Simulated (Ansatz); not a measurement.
# Quasiparticle gap of AlN (P6_3mc)

How far does one-shot GW move the PBE gap of AlN (P6_3mc)?

Main program and level: Ansatz 0.2.0; PBE, then G0W0 on it, plane waves, PAW.

The database entry behind the starting cell differs from later determinations by our own check (inner coordinate u about 0.002 short), so it need not match the best structure at ambient conditions.

## (1) The starting structure

It takes space group P6_3mc (No. 186, hexagonal). Conventional cell: a = 3.113 Å, b = 3.113 Å, c = 4.981 Å, α = 90.00°, β = 90.00°, γ = 120.00°. Nearest to Al lie 4 N at 1.89 Å. Nearest to N lie 4 Al at 1.89 Å. Farther neighbours and most contacts between anions are not listed.

The cell and positions come from the Crystallography Open Database and are kept as given unless a step says otherwise. The default PAW set here is soft_1. Its files were made with PBE.

## (2) The PBE band structure

Levels along a band path and on the mesh show where this functional puts the band edges.

This step: DFT, PBE, plane waves, PAW.

input.yaml

```yaml
crystal:
  lattice:
    - [3.113, 0.0, 0.0]
    - [-1.5565, 2.695937082, 0.0]
    - [0.0, 0.0, 4.981]
  atoms:
    - { symbol: Al, position: [0.3333333333, 0.6666666667, 0.0] }
    - { symbol: Al, position: [0.6666666667, 0.3333333333, 0.5] }
    - { symbol: "N", position: [0.3333333333, 0.6666666667, 0.38] }
    - { symbol: "N", position: [0.6666666667, 0.3333333333, 0.88] }
kpoints:
  mp_grid: { grid: [12, 12, 6] }
  band_path:
    path:
      - [[0.0, 0.0, 0.0], [0.5, 0.0, 0.0], [0.33333333, 0.33333333, 0.0], [0.0, 0.0, 0.0], [0.0, 0.0, 0.5], [0.5, 0.0, 0.5], [0.33333333, 0.33333333, 0.5], [0.0, 0.0, 0.5]]
      - [[0.5, 0.0, 0.5], [0.5, 0.0, 0.0]]
      - [[0.33333333, 0.33333333, 0.5], [0.33333333, 0.33333333, 0.0]]
    npoints: 10
hamiltonian:
  xc: pbe
  pseudopotentials: { kind: paw, azcp: { folder: "./paw" } }
scf:
  occupations: { method: fermi_dirac, width: 0.02 }
  n_extra_bands: 5
output:
  eigenvalues: true
  write_density: true
  write_potential: true
  elf: true
  volumetric_format: npy
```

Command:

```
ansatz run input.yaml --threads 3 --pin off --max-ram 92160MiB --backend cuda --events-out ev --progress --plain --runs-dir out --devices 1 --max-vram 13GiB
```

Numbers of over 12 decimals in the logs are rounded to 6 here.

The program printed:

```text
scf.n_extra_bands = 5 over 8 filled bands (N_el = 16.0): the run solves 13 bands
GPUs: using 1 of 1 available (devices: 1).
Engine: ansatz 0.2.0, x86_64-unknown-linux-gnu
Pseudopotentials: kind: paw
Pseudopotential: Al, paw, valence charge 3, recommended cutoff 420 eV (normal), <dir>
Pseudopotential: N, paw, valence charge 5, recommended cutoff 420 eV (normal), <dir>
Functional definition: PBE
  parameter kappa = 0.804
  parameter beta = 0.066725
  exchange = pbe_x(kappa = kappa, mu = beta*pi^2/3)
  correlation = pbe_c(beta = beta)
device memory: the entry about to start is reckoned to put 1.8 GiB on a device that reports 75.5 GiB free (of which the cap on the GPU budget leaves the run 13.0 GiB)
GPU FFT provider: cuFFT
GPU libraries: cuBLAS 13.8.2, cuFFT 12.4.0, cuSOLVER 12.3.4
Crystal: 4 atoms, lattice volume = 41.803 Å³
Basis set: ecut = 420 eV, 809 PW (Γ)
Bands: 13, of which v1, the nominal top of the filled ones, is band 8 counted from 1 (7 counted from 0)
Symmetry: 12 space group operations
Space group: P63mc (ITA 186), of the structure as read, at distance tolerance 3.5e-5 Å
k-points: 76 of 864 (time reversal used)
Non-local potential: Al, projectors of the file, l = 0: 2, l = 1: 2, l = 2: 1
Non-local potential: N, projectors of the file, l = 0: 2, l = 1: 2, l = 2: 1
PAW form: soft (Blöchl's): semilocal exchange-correlation on the pseudo side does not see the compensation charge
PAW one-centre angular grid: Al, 110 points (default); XC on 64 Gauss nodes
PAW one-centre angular grid: N, 110 points (default); XC on 64 Gauss nodes
Initial density: superposition of atomic densities (chi_scale 0.1, normalization cell, long waves kept (reshape's long-wave potential 0.00 eV rms))
Initial wavefunctions: pseudopotential atomic-orbital guess
GPU buffer pool allocated for 20736 grid points (all kernels)
GPU transforms: local potential and band sums: pruned to the plane-wave sphere, on 24×24×36
Functional: x = pbe(κ = 0.804, μ = 0.219515), c = pbe(β = 0.066725)
SCF iter   1: F=—  HF=-1851.407465 eV  |F-HF|=—  |Δ(HF+E_count)|=         —  Δρ=1.39e-1  dr2=9.84e0  ethr=3.10e-3  ⟨swp⟩=5.4  Hψ=6031  notcnv=0
preconditioner: auto → none  [insulator: Δε(μ)=5.473 eV  Ē_g=14.938 eV  σ=0.020 eV  W_gap=1.00  n_scr=2 (ndim 8)  ℏωp=23.0 eV  f_vac=0.000  D(μ)=0.00/eV (n_scr^D=0)  ε∞_Penn≈3.4]
SCF iter   2: F=—  HF=-1848.635970 eV  |F-HF|=—  |Δ(HF+E_count)|=    2.77e0  Δρ=3.71e-2  dr2=5.29e-1  ethr=3.10e-3  ⟨swp⟩=2.9  Hψ=2684  notcnv=0  defer=76
SCF iter   3: F=—  HF=-1848.513807 eV  |F-HF|=—  |Δ(HF+E_count)|=   1.22e-1  Δρ=1.25e-2  dr2=3.90e-2  ethr=3.10e-3  ⟨swp⟩=1.7  Hψ=1619  notcnv=0  defer=76
SCF iter   4: F=—  HF=-1848.509472 eV  |F-HF|=—  |Δ(HF+E_count)|=   4.34e-3  Δρ=4.77e-4  dr2=3.95e-5  ethr=2.44e-4  ⟨swp⟩=2.2  Hψ=1301  notcnv=0  defer=76
SCF iter   5: F=—  HF=-1848.509524 eV  |F-HF|=—  |Δ(HF+E_count)|=   5.21e-5  Δρ=6.59e-5  dr2=5.04e-7  ethr=2.47e-7  ⟨swp⟩=2.2  Hψ=1555  notcnv=0  defer=76
SCF iter   6: F=-1848.509524 eV  HF=-1848.509524 eV  |F-HF|=5.26e-9  |Δ(HF+E_count)|=   5.05e-7  Δρ=5.25e-6  dr2=7.48e-9  ethr=6.25e-10  ⟨swp⟩=7.0  Hψ=4945  notcnv=0
SCF 1 converged in 6 iterations: F = -1848.509524 eV  dr2 = 7.48e-9
  greatest PAW one-centre occupation: 0.789 electrons in one spin orbital (limit 2), on the N atom at site 3 (counted from 0), in its partial waves of l = 0
device memory: the entry about to start is reckoned to put 1.2 GiB on a device that reports 75.1 GiB free (of which the cap on the GPU budget leaves the run 13.0 GiB)
NSCF: frozen V_eff on 93 k-points, pencils in batches of 32, up to order 60
SCF converged after 6 iterations
Free energy (F): -1848.509524 eV
Harris-Foulkes:  -1848.509524 eV  (|F-HF|=5.26e-9)
Internal energy: -1848.509524 eV  (E = F + TS)
E sigma→0 (E₀):  -1848.509524 eV
Fermi energy:    9.225243 eV
--- Per-component energies (eV) ---
  E_band       = 30.277814
  E_kinetic    = 313.402400
  E_local      = -420.938915  (includes V_loc(G=0)·N_el)
  E_nonlocal   = 89.112797
  E_hartree    = 155.474996
  E_xc         = -198.150829
  E_vxc        = -214.039725  (∫ρ·V_xc dr)
  E_paw        = -1195.748484  (= ΣΔE_a)
  E_vpaw       = -48.208802  (= ΣTr[D̂ρ^β])
  E_aug_tail   = 0.001782  (compensation charges beyond the density's cutoff)
  E_ewald      = -591.663270
  E_smearing   = -0.000000  (= −TS)
  E_closure    = -0.000000  (closes the sum)
  Σ components = -1848.509524   (vs F -1848.509524, Δ=0.00e0)
--- Band table (eV; the first three rows and the last of 76) ---
  k-point 0: bands = [... 4 lower, 6.2838, 6.9322, 6.9322, 7.1117, 11.3254, 13.7809, 17.7266, 18.2820, ... 1 higher]
  k-point 1: bands = [... 4 lower, 6.3250, 6.5133, 6.8862, 6.8862, 11.8171, 13.8474, 17.5535, 18.2490, ... 1 higher]
  k-point 2: bands = [... 4 lower, 6.4388, 6.4388, 6.7628, 6.7628, 12.7683, 13.9055, 17.2818, 18.2961, ... 1 higher]
  k-point 75: bands = [... 4 lower, 3.2955, 3.2955, 6.3350, 6.3350, 14.5440, 14.5440, 14.9797, 14.9797, ... 1 higher]
```

Run time: 5.8 s. Hardware: 1 × NVIDIA H100 80GB HBM3 (shared by 6 runs) with 3 threads of AMD EPYC 7R13 (Zen 3), shared host; peak memory 0.9 GiB.

This step gave:

```
filled bands         : 8
gap                  : 4.214 eV
valence top at       : Γ
conduction bottom at : Γ
least direct gap     : 4.214 eV
```

Over mesh and path the gap is 4.214 eV, direct, at k = Γ.

The electronic bands at the labelled points (eV, zero at the top of the highest nominally filled band; v1 is the highest filled band, c1 the lowest empty one):

```
    point     v4     v3     v2     v1    c1    c2     c3     c4
        Γ  -0.83  -0.18  -0.18   0.00  4.21  6.67  10.61  11.17
  halfway  -2.43  -1.53  -0.43  -0.38  6.21  7.62   8.09  10.05
        M  -3.32  -2.05  -1.76  -0.65  5.82  5.83   8.21  10.30
  halfway  -3.07  -2.96  -1.85  -1.49  5.53  7.15   8.88  10.08
        K  -3.75  -2.41  -2.36  -2.36  5.07  8.37   9.69   9.69
  halfway  -3.34  -1.66  -0.86  -0.59  6.85  7.47   8.56   9.14
        Γ  -0.83  -0.18  -0.18   0.00  4.21  6.67  10.61  11.17
  halfway  -0.74  -0.74  -0.28  -0.28  5.17  6.79  10.29  11.14
        A  -0.51  -0.51  -0.51  -0.51  6.47  6.47  10.35  10.35
  halfway  -1.57  -1.57  -1.01  -1.01  6.55  6.55   9.52   9.52
        L  -1.43  -1.43  -1.35  -1.35  5.33  5.33   9.29   9.29
  halfway  -2.71  -2.71  -0.91  -0.91  6.18  6.18   9.23   9.23
        H  -3.82  -3.82  -0.78  -0.78  7.43  7.43   7.87   7.87
  halfway  -1.80  -1.80  -1.19  -1.19  6.74  6.74   9.49   9.49
        A  -0.51  -0.51  -0.51  -0.51  6.47  6.47  10.35  10.35
jump to L  -1.43  -1.43  -1.35  -1.35  5.33  5.33   9.29   9.29
  halfway  -2.54  -1.88  -1.18  -0.90  5.09  5.92   9.36   9.47
        M  -3.32  -2.05  -1.76  -0.65  5.82  5.83   8.21  10.30
jump to H  -3.82  -3.82  -0.78  -0.78  7.43  7.43   7.87   7.87
  halfway  -4.41  -2.90  -1.46  -1.46  5.91  8.22   8.69   8.69
        K  -3.75  -2.41  -2.36  -2.36  5.07  8.37   9.69   9.69
```

Electrostatic potential energy in the ac plane at fractional y = 0.333, with atoms of Al and N within 0.2 Å of it. With pseudopotentials it is smooth inside the atoms' cores, unlike the true potential.

Ten even steps from '_' (-33 eV) to '@' (11 eV):
```
%%####**####%%%%++::____..==##%%
%%%%######%%%%##--________..**%%
@@%%%%%%%%%%@@**::________..++%%
@@@@@@@@@@@@@@##--________::**@@
@@@@@@@@@@@@@@%%++::____..==%%@@
@@@@@@@@@@@@@@@@%%**====++##@@@@
@@@@@@@@@@@@@@@@@@%%####%%%%@@@@
@@@@@@@@@@@@@@%%%%##****####%%@@
@@@@@@@@@@@@%%##**++++++++**##%%
%%@@@@@@@@@@%%**++**####**++++##
%%@@@@@@@@%%##++**%%@@@@@@**++**
%%@@@@@@@@%%**++##@@@@@@@@##++**
%%@@@@@@@@%%**++##@@@@@@@@%%++**
%%@@@@@@@@%%##++**%%@@@@@@**++**
%%@@@@@@@@@@%%**++**####**++**##
@@@@@@@@@@@@%%##**++++++++**##%%
@@@@@@@@@@@@@@%%%%##******##%%@@
@@@@@@@@@@@@@@@@@@%%%%%%%%%%@@@@
@@@@@@@@@@@@@@@@@@@@@@@@@@@@@@@@
@@@@@@@@@@@@@@@@@@@@@@@@@@@@@@@@
@@@@@@@@@@@@@@@@@@@@@@@@@@@@@@@@
@@%%%%%%%%%%@@@@@@@@@@@@@@@@@@@@
%%########%%%%@@@@@@@@@@@@@@@@@@
%%##****####%%@@@@@@%%%%@@@@@@%%
%%##****####%%%%%%**====++##@@%%
```
Columns run along a (3.1 Å; values clipped at the 3rd and 97th percentile), rows up along c (5.0 Å). Atoms in or near the plane, at fractional coordinates: Al at (0.67, 0.50), N at (0.67, 0.88).

Valence density in the ac plane at fractional y = 0.333, with atoms of Al and N within 0.2 Å of it. It is the smooth field of the valence electrons, not physical close to the nuclei.

Ten even steps from '0' (0.1 e/Å³) to '9' (3.5 e/Å³):
```
0000001236786421
1000001258999631
1000001369999732
0000001258999631
0000001236887421
0000000123443210
0000000012222110
0000000001111100
0000000000000000
0000000000000000
0000000000000000
0000000000000000
0000000000000000
1111110000000000
1111110000000000
0111110000000000
0011100000000000
0000000000000000
0000000000000000
0000000000000000
0000000000000000
0000000000000000
0000000000000000
0000000011111110
0000000123443211
```
Columns run along a (3.1 Å), rows up along c (5.0 Å). Atoms in or near the plane, at fractional coordinates: Al at (0.67, 0.50), N at (0.67, 0.88).

(Continued in part 2 of 2.)

[Paths, hosts, dates, memory and timing lines, banners, echoed tables and standing remarks are left out of the program output.]

[Logs are printed without paths, hosts, clocks, repeated set-up lines and the standing remarks that a program may print on its own settings, such as how far it seeks lower states.]

[Runs of the session that timed out or met a known fault of the program may be left out.]

[Cells called generated may have been cut or substituted from an entry of the Crystallography Open Database or the Materials Project.]

[Hosts, paths, dates, database ids (printed as entryN), source tags and the programs' standing remarks are cut or masked in the printed files.]

[Where an RPA ε∞ is given, it is that of the G0W0 mesh and is not shown converged in it. Names of k-points follow the symmetry that the program found, which can be lower than the space group named. Band edges on a path are those of the sampled points; other points can move an edge, and change direct to indirect where valleys lie close.]

[Hybrid gaps are those of their k-mesh and are not shown converged in it.]
